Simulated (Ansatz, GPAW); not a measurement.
# STM contrast on a 5-layer slab of Sr(110)

Wanted: filled- and empty-state images of a 5-layer slab of Sr(110), with its work function.

Main program and level: GPAW 26.7.0 and Ansatz 0.2.0; GPAW, PAW setups; slab in vacuum, in the first sound run; inputs show where later runs differ.

## Step 1: The starting structure

The cell holds 5 atoms: 5 Sr. Its edges and angles: a = 6.080 Å, b = 4.299 Å, c = 26.598 Å, α = 90.0°, β = 90.0°, γ = 90.0°. Vacuum lies along c.

Coordinates:

```cif
data_structure
_symmetry_space_group_name_H-M 'P 1'
_symmetry_Int_Tables_number 1
_cell_length_a 6.0800
_cell_length_b 4.2992
_cell_length_c 26.5984
_cell_angle_alpha 90.000
_cell_angle_beta 90.000
_cell_angle_gamma 90.000
_cell_volume 695.26
loop_
_atom_site_label
_atom_site_type_symbol
_atom_site_fract_x
_atom_site_fract_y
_atom_site_fract_z
_atom_site_occupancy
Sr1 Sr 0.00000 0.00000 0.33837 1
Sr2 Sr 0.50000 0.50000 0.41918 1
Sr3 Sr 0.00000 0.00000 0.50000 1
Sr4 Sr 0.50000 0.50000 0.58082 1
Sr5 Sr 0.00000 0.00000 0.66163 1
```

## Step 2: Relaxation

Forces are removed first; all later runs use this geometry. The lowest 2 atoms are held at bulk positions and keep their forces.

run.py reads:

```python
import json
import numpy as np
from ase import Atoms
from ase.constraints import FixAtoms
from ase.optimize import BFGS
from gpaw import GPAW, PW

slab = Atoms(
    ['Sr', 'Sr', 'Sr', 'Sr', 'Sr'],
    positions=[
        [0.00000, 0.00000, 9.00000],
        [3.04000, 2.14960, 11.14960],
        [0.00000, 0.00000, 13.29921],
        [3.04000, 2.14960, 15.44881],
        [0.00000, 0.00000, 17.59842]],
    cell=[[6.08, 0.0, 0.0], [0.0, 4.29921, 0.0], [0.0, 0.0, 26.59842]],
    pbc=[True, True, False])

slab.calc = GPAW(mode=PW(400), xc='PBE', kpts={'size': (5, 7, 1), 'gamma': True},
                 occupations={'name': 'fermi-dirac', 'width': 0.1}, nbands='160%',
                 convergence={'density': 0.0001}, maxiter=200,
                 poissonsolver={'dipolelayer': 'xy'},
                 symmetry={'tolerance': 1e-3, 'extra_ids': [1, 1, 0, 0, 0]}, txt='slab.txt')
result = {}
slab.set_constraint(FixAtoms([0, 1]))
path = []
opt = BFGS(slab, maxstep=0.2)
opt.attach(lambda: path.append((slab.get_potential_energy(), slab.positions.tolist(), slab.get_forces().tolist())))
result['relaxed'] = bool(opt.run(fmax=0.05, steps=30))
result['path'] = path
energy = slab.get_potential_energy()
fermi = slab.calc.get_fermi_level()
v = slab.calc.get_electrostatic_potential().mean((0, 1)) - fermi
n = slab.calc.get_pseudo_density().mean((0, 1))
L = slab.cell[2, 2]
z = np.arange(len(v)) * L / len(v)
low, high = slab.positions[:, 2].min(), slab.positions[:, 2].max()
below, above = np.interp([low - 6.8, high + 6.8], z, v)
slopes = [np.interp(x, z, np.gradient(v, z)) for x in (low - 6.8, high + 6.8)]
eps = np.array([[slab.calc.get_eigenvalues(k, s) for k in range(len(slab.calc.get_ibz_k_points()))]
                for s in range(slab.calc.get_number_of_spins())]) - fermi
top, bottom = eps[eps < 0].max(), eps[eps > 0].min()
dipole = slab.get_dipole_moment()[2]
print(f'energy {energy:.4f} eV, Fermi level {fermi:.4f} eV, dipole {dipole:.5f} e A')
print(f'potential 6.8 A off the faces, from the Fermi level: lower {below:.4f} eV, upper {above:.4f} eV')
print(f'slope of the potential there: lower {slopes[0]:.5f}, upper {slopes[1]:.5f} eV/A')
print(f'nearest levels on the mesh: {top:.4f} and {bottom:.4f} eV')
print('magnetic moment', round(slab.get_magnetic_moment(), 3))
result.update(energy=energy, fermi=fermi, dipole=dipole, below=below, above=above, slopes=slopes, edges=[top, bottom],
              z=z.tolist(), v=v.tolist(), n=n.tolist(), positions=slab.positions.tolist(),
              forces=slab.get_forces(apply_constraint=False).tolist(), moments=slab.get_magnetic_moments().tolist())
json.dump(result, open('result.json', 'w'))
```

Run with:

```console
$ OMP_NUM_THREADS=1 OPENBLAS_NUM_THREADS=1 python run.py
```

What it wrote:

```text
Step          Energy          fmax
BFGS:    0       -7.136033        0.060946
BFGS:    1       -7.136089        0.054921
BFGS:    2       -7.136593        0.050424
BFGS:    3       -7.138968        0.045230
energy -7.0217 eV, Fermi level -0.0788 eV, dipole -0.00105 e A
potential 6.8 A off the faces, from the Fermi level: lower 2.6006 eV, upper 2.6074 eV
slope of the potential there: lower -0.00014, upper 0.00015 eV/A
nearest levels on the mesh: -0.0259 and 0.0096 eV
magnetic moment 0.0
```

The job ended after 6.5 min (1 thread of Intel Xeon Platinum 8259CL at 2.50GHz (Skylake/Cascade Lake), shared host; peak memory 0.39 GiB).

The steps of the relaxation:

| step | energy less that of the first step (eV) | largest force (eV/Å) |
| --- | --- | --- |
| 1 | 0.0000 | 0.0609 |
| 2 | -0.0001 | 0.0549 |
| 3 | -0.0006 | 0.0504 |
| 4 | -0.0035 | 0.0452 |

The atoms that moved most (Å):

```csv
atom,dx,dy,dz,length
Sr5,0.000,0.000,-0.115,0.115
Sr4,0.000,0.000,-0.026,0.026
```

Final coordinates:

```
Sr
1.0
     6.08000    0.00000    0.00000
     0.00000    4.29921    0.00000
     0.00000    0.00000   26.59842
Sr
5
Direct
  0.00000 0.00000 0.33837
  0.50000 0.50000 0.41918
  0.00000 0.00000 0.49987
  0.50000 0.50000 0.57983
  0.00000 0.00000 0.65733
```

This step gave:

```yaml
dipole_along_the_normal: -0.001046 e·Å
levels_nearest_the_fermi_level_on_the_mesh: -0.02589, 0.009580 eV from the Fermi level
upper_work_function: 2.607 eV
lower_work_function: 2.601 eV
```

The electrostatic potential energy of an electron (without an applied field's), less the Fermi level, planar mean oscillates, so the rows of the table below give means over windows of 2.13 Å about each position, cut where the curve ends. Its maxima inside the range that stand out by 2 % of the span (Å: eV): 10.1: -0.958, 12.2: -0.831, 14.4: -0.874, 16.4: -1.29. Its minima: 9.0: -7.07, 11.2: -6.77, 13.3: -6.86, 15.4: -6.81, 17.4: -7.12.

Electrostatic potential energy of an electron (without an applied field's), less the Fermi level, planar mean against z; means over each step:

```csv
z (Å),"electrostatic potential energy of an electron (without an applied field's), less the Fermi level, planar mean (eV)"
1.06,2.60
3.19,2.60
5.32,2.55
7.46,0.982
9.58,-3.58
11.71,-3.39
13.84,-3.46
15.97,-3.70
18.11,-2.48
20.23,2.38
22.36,2.60
24.50,2.61
```

Table of pseudo valence density, planar mean by z:

z (Å), pseudo valence density, planar mean (e/Å³) and a bar:
```
      3.5      0.000 
      4.0      0.000 
      4.5      0.000 
      5.0      0.000 
      5.5      0.001 
      6.0      0.002 
      6.5      0.003 
      7.0      0.007 #
      7.5      0.014 #
      8.0      0.047 #####
      8.5      0.164 ################
      9.0      0.295 #############################
      9.5      0.174 #################
     10.0      0.077 ########
     10.5      0.137 ##############
     11.0      0.288 #############################
     11.5      0.228 #######################
     12.0      0.095 #########
     12.5      0.104 ##########
     13.0      0.245 ########################
     13.5      0.272 ###########################
     14.0      0.122 ############
     14.5      0.086 #########
     15.0      0.205 ####################
     15.5      0.302 ##############################
     16.0      0.158 ################
     16.5      0.089 #########
     17.0      0.180 ##################
     17.5      0.297 #############################
     18.0      0.161 ################
     18.5      0.044 ####
     19.0      0.014 #
     19.5      0.007 #
     20.0      0.003 
     20.5      0.001 
     21.0      0.001 
     21.5      0.000 
     22.0      0.000 
     22.5      0.000 
     23.0      0.000
```

The relaxation lowered the energy of the cell by 0.00348 eV (energies extrapolated to zero smearing; the optimiser's log prints free energies). The largest force left on a free atom is 0.045 eV/Å.

## Step 3: Plane waves, PBE

The work function is the vacuum plateau of the electrostatic potential less the Fermi level; a dipole layer lets the two faces have plateaus of their own.

run.py: that of step 2 with these lines changed.

```diff
@@ -3,4 +3,3 @@
 from ase import Atoms
-from ase.constraints import FixAtoms
-from ase.optimize import BFGS
+from ase.dft.stm import STM
 from gpaw import GPAW, PW
@@ -12,5 +11,5 @@
         [3.04000, 2.14960, 11.14960],
-        [0.00000, 0.00000, 13.29921],
-        [3.04000, 2.14960, 15.44881],
-        [0.00000, 0.00000, 17.59842]],
+        [0.00000, 0.00000, 13.29566],
+        [3.04000, 2.14960, 15.42250],
+        [0.00000, 0.00000, 17.48392]],
     cell=[[6.08, 0.0, 0.0], [0.0, 4.29921, 0.0], [0.0, 0.0, 26.59842]],
@@ -20,12 +19,6 @@
                  occupations={'name': 'fermi-dirac', 'width': 0.1}, nbands='160%',
-                 convergence={'density': 0.0001}, maxiter=200,
+                 convergence={'density': 1e-05}, maxiter=200,
                  poissonsolver={'dipolelayer': 'xy'},
-                 symmetry={'tolerance': 1e-3, 'extra_ids': [1, 1, 0, 0, 0]}, txt='slab.txt')
+                 symmetry={'tolerance': 1e-3}, txt='slab.txt')
 result = {}
-slab.set_constraint(FixAtoms([0, 1]))
-path = []
-opt = BFGS(slab, maxstep=0.2)
-opt.attach(lambda: path.append((slab.get_potential_energy(), slab.positions.tolist(), slab.get_forces().tolist())))
-result['relaxed'] = bool(opt.run(fmax=0.05, steps=30))
-result['path'] = path
 energy = slab.get_potential_energy()
@@ -51,2 +44,16 @@
               forces=slab.get_forces(apply_constraint=False).tolist(), moments=slab.get_magnetic_moments().tolist())
+
+# Images need the states of the whole zone, up to time reversal
+slab.calc = slab.calc.fixed_density(symmetry={'point_group': False}, txt='states.txt',
+                                    convergence={'bands': 'CBM+0.8'})
+stm = STM(slab)
+result['stm'] = []
+for bias in [-0.5, 0.5]:
+    height = high + 3.5
+    current = stm.get_averaged_current(bias, height)
+    x, y, h = stm.scan(bias, current)
+    i, f = divmod(height / L * stm.ldos.shape[2], 1)
+    I = abs((1 - f) * stm.ldos[:, :, int(i)] + f * stm.ldos[:, :, int(i) + 1])
+    print(f'bias {bias} V: mean current at 3.5 A {current:.4e}, corrugation {np.ptp(h):.4f} A')
+    result['stm'].append(dict(bias=bias, current=current, h=(h - high).tolist(), I=I.tolist()))
 json.dump(result, open('result.json', 'w'))
```

What it wrote:

```text
energy -7.0217 eV, Fermi level -0.0788 eV, dipole -0.00091 e A
potential 6.8 A off the faces, from the Fermi level: lower 2.6008 eV, upper 2.6073 eV
slope of the potential there: lower -0.00014, upper 0.00015 eV/A
nearest levels on the mesh: -0.0259 and 0.0096 eV
magnetic moment 0.0
bias -0.5 V: mean current at 3.5 A 1.3435e-04, corrugation 0.5965 A
bias 0.5 V: mean current at 3.5 A 2.9881e-04, corrugation 0.2062 A
```

Elapsed: 7 min, on 1 thread; peak memory 0.64 GiB.

Numbers from this step:

```yaml
dipole_along_the_normal: -9.11e-4 e·Å
levels_nearest_the_fermi_level_on_the_mesh: -0.02589, 0.009598 eV from the Fermi level
corrugation_minus_0p5: 0.5965 Å
corrugation_0p5: 0.2062 Å
```

The electrostatic potential energy of an electron (without an applied field's), less the Fermi level, planar mean oscillates, so the rows of the table below give means over windows of 2.13 Å about each position, cut where the curve ends. Its maxima inside the range that stand out by 2 % of the span (Å: eV): 10.1: -0.957, 12.2: -0.831, 14.4: -0.874, 16.4: -1.29. Its minima: 9.0: -7.07, 11.2: -6.77, 13.3: -6.86, 15.4: -6.81, 17.4: -7.12.

The electrostatic potential energy of an electron (without an applied field's), less the Fermi level, planar mean by z; means over each step:

(Unchanged from step 2.)

The pseudo valence density, planar mean by z:

z (Å), pseudo valence density, planar mean (e/Å³) and a bar:
```
      3.5      0.000 
      4.0      0.000 
      4.5      0.000 
      5.0      0.000 
      5.5      0.001 
      6.0      0.002 
      6.5      0.003 
      7.0      0.007 #
      7.5      0.014 #
      8.0      0.047 #####
      8.5      0.164 ################
      9.0      0.295 #############################
      9.5      0.174 #################
     10.0      0.077 ########
     10.5      0.137 ##############
     11.0      0.288 #############################
     11.5      0.228 #######################
     12.0      0.095 #########
     12.5      0.104 ##########
     13.0      0.245 ########################
     13.5      0.272 ###########################
     14.0      0.122 ############
     14.5      0.086 #########
     15.0      0.205 ####################
     15.5      0.302 ##############################
     16.0      0.158 ################
     16.5      0.089 #########
     17.0      0.180 ##################
     17.5      0.297 #############################
     18.0      0.161 ################
     18.5      0.044 ####
     19.0      0.014 #
     19.5      0.007 #
     20.0      0.003 
     20.5      0.001 
     21.0      0.001 
     21.5      0.000 
     22.0      0.000 
     22.5      0.000 
     23.0      0.000
```

Tip height over the top atom over a1 and a2. Sample bias -0.5 V, constant current at the mean current 3.5 Å over the top atom.

Ten even steps from '0' (3.13 Å) to '9' (3.72 Å):
```
999988766543322222334566788999
999988766543322222334566788999
999988766543222122234566788999
999987765443221112234456778999
999887765433211111233456778899
999887665432210001223456678899
999887665432110001123456678899
998877654332100000123345677889
998877654322100000122345677889
998877654322100000122345677889
998877654322100000122345677889
998877654332100000123345677889
999887665432110001123456678899
999887665432210001223456678899
999887765433211111233456778899
999987765443221112234456778999
999988766543222122234566788999
999988766543322222334566788999
999988766543322222334566788999
999988776543322222334567788999
```
Columns: a1 from 0 to 0.967; rows upwards: a2 from 0 to 0.95.

Local density of states summed over the bias window over a1 and a2. Sample bias -0.5 V, constant height 3.5 Å over the top atom.

Ten even steps from '_' (0.81 × 1e-4 arbitrary) to '@' (1.94 × 1e-4 arbitrary):
```
@@@@@@%%%%##**++==----::..............::----==++**##%%%%@@@@
@@@@@@%%%%##**++==--::::..............::::--==++**##%%%%@@@@
@@@@@@%%%%##**++==--::::..............::::--==++**##%%%%@@@@
@@@@@@%%##****++==--::::....______....::::--==++****##%%@@@@
@@@@%%%%##**++==----::....__________....::----==++**##%%%%@@
@@%%%%%%##**++==--::::....__________....::::--==++**##%%%%%%
%%%%%%####**++==--::::..______________..::::--==++**####%%%%
%%%%%%##****++==--::....______________....::--==++****##%%%%
%%%%%%##****++==--::....______________....::--==++****##%%%%
%%%%%%##**++++==--::....______________....::--==++++**##%%%%
%%%%%%##****++==--::....______________....::--==++****##%%%%
%%%%%%##****++==--::....______________....::--==++****##%%%%
%%%%%%####**++==--::::..______________..::::--==++**####%%%%
@@%%%%%%##**++==--::::....__________....::::--==++**##%%%%%%
@@@@%%%%##**++==----::....__________....::----==++**##%%%%@@
@@@@@@%%##****++==--::::....______....::::--==++****##%%@@@@
@@@@@@%%%%##**++==--::::..............::::--==++**##%%%%@@@@
@@@@@@%%%%##**++==--::::..............::::--==++**##%%%%@@@@
@@@@@@%%%%##**++==----::..............::----==++**##%%%%@@@@
@@@@@@@@%%##**++==----::..............::----==++**##%%@@@@@@
```
Columns: a1 from 0 to 0.967; rows upwards: a2 from 0 to 0.95.

Tip height over the top atom over a1 and a2. Sample bias 0.5 V, constant current at the mean current 3.5 Å over the top atom.

Ten even steps from '0' (3.42 Å) to '9' (3.62 Å):
```
112222222111000000011122222221
222233222211000000011222233222
333333332221100000112223333333
555544443221100000112234444555
666655544322110001122344555666
777766554332110001123345566777
888777655432211011223455677788
999887665432211111223456678899
999987765433211111233456778999
999987765433211111233456778999
999987765433211111233456778999
999887665432211111223456678899
888777655432211011223455677788
777766554332110001123345566777
666655544322110001122344555666
555544443221100000112234444555
333333332221100000112223333333
222233222211000000011222233222
112222222111000000011122222221
111122222111000000011122222111
```
Columns: a1 from 0 to 0.967; rows upwards: a2 from 0 to 0.95.

Local density of states summed over the bias window over a1 and a2. Sample bias 0.5 V, constant height 3.5 Å over the top atom.

Values in units of 1e-4 arbitrary, 12 rows by 16 columns, each cell a mean:
```
2.8 2.8 2.9 2.9 2.8 2.8 2.7 2.7 2.7 2.7 2.8 2.8 2.9 2.9 2.9 2.8
3.0 3.0 3.0 2.9 2.9 2.8 2.7 2.7 2.7 2.7 2.8 2.9 2.9 3.0 3.0 3.0
3.2 3.2 3.1 3.1 3.0 2.9 2.8 2.7 2.7 2.7 2.8 2.9 3.0 3.1 3.1 3.2
3.4 3.4 3.3 3.2 3.1 2.9 2.8 2.7 2.7 2.8 2.9 3.0 3.1 3.2 3.3 3.4
3.5 3.5 3.4 3.3 3.1 3.0 2.8 2.8 2.7 2.8 2.9 3.0 3.2 3.3 3.5 3.5
3.6 3.6 3.5 3.3 3.1 3.0 2.9 2.8 2.8 2.8 2.9 3.1 3.2 3.4 3.5 3.6
3.6 3.5 3.4 3.3 3.1 3.0 2.9 2.8 2.8 2.8 2.9 3.1 3.2 3.4 3.5 3.6
3.5 3.4 3.3 3.2 3.1 2.9 2.8 2.8 2.7 2.8 2.9 3.0 3.2 3.3 3.4 3.4
3.3 3.3 3.2 3.1 3.0 2.9 2.8 2.7 2.7 2.8 2.8 3.0 3.1 3.2 3.2 3.3
3.0 3.0 3.0 3.0 2.9 2.8 2.8 2.7 2.7 2.7 2.8 2.9 3.0 3.0 3.0 3.0
2.9 2.9 2.9 2.9 2.9 2.8 2.7 2.7 2.7 2.7 2.8 2.8 2.9 2.9 2.9 2.9
2.8 2.8 2.8 2.8 2.8 2.8 2.7 2.7 2.7 2.7 2.7 2.8 2.8 2.8 2.8 2.8
```
Columns: a1 from 0 to 0.967; rows upwards: a2 from 0 to 0.95.

Force by atom:

```csv
atom,x (eV/Å),y (eV/Å),z (eV/Å),size
Sr1,0.0000,0.0000,0.0583,0.0583
Sr2,0.0000,0.0000,-0.0011,0.0011
Sr3,0.0000,0.0000,-0.0456,0.0456
Sr4,0.0000,0.0000,-0.0363,0.0363
Sr5,0.0000,0.0000,0.0247,0.0247
```

The potential is flat to 1.5e-4 eV/Å where it is read, so the vacuum is wide enough.

(Continued in part 2 of 3.)

[Logs are printed without paths, hosts, clocks, repeated set-up lines and the standing remarks that a program may print on its own settings, such as how far it seeks lower states.]

[Hosts, paths, dates, database ids (printed as entryN), source tags and the programs' standing remarks are cut or masked in the printed files.]
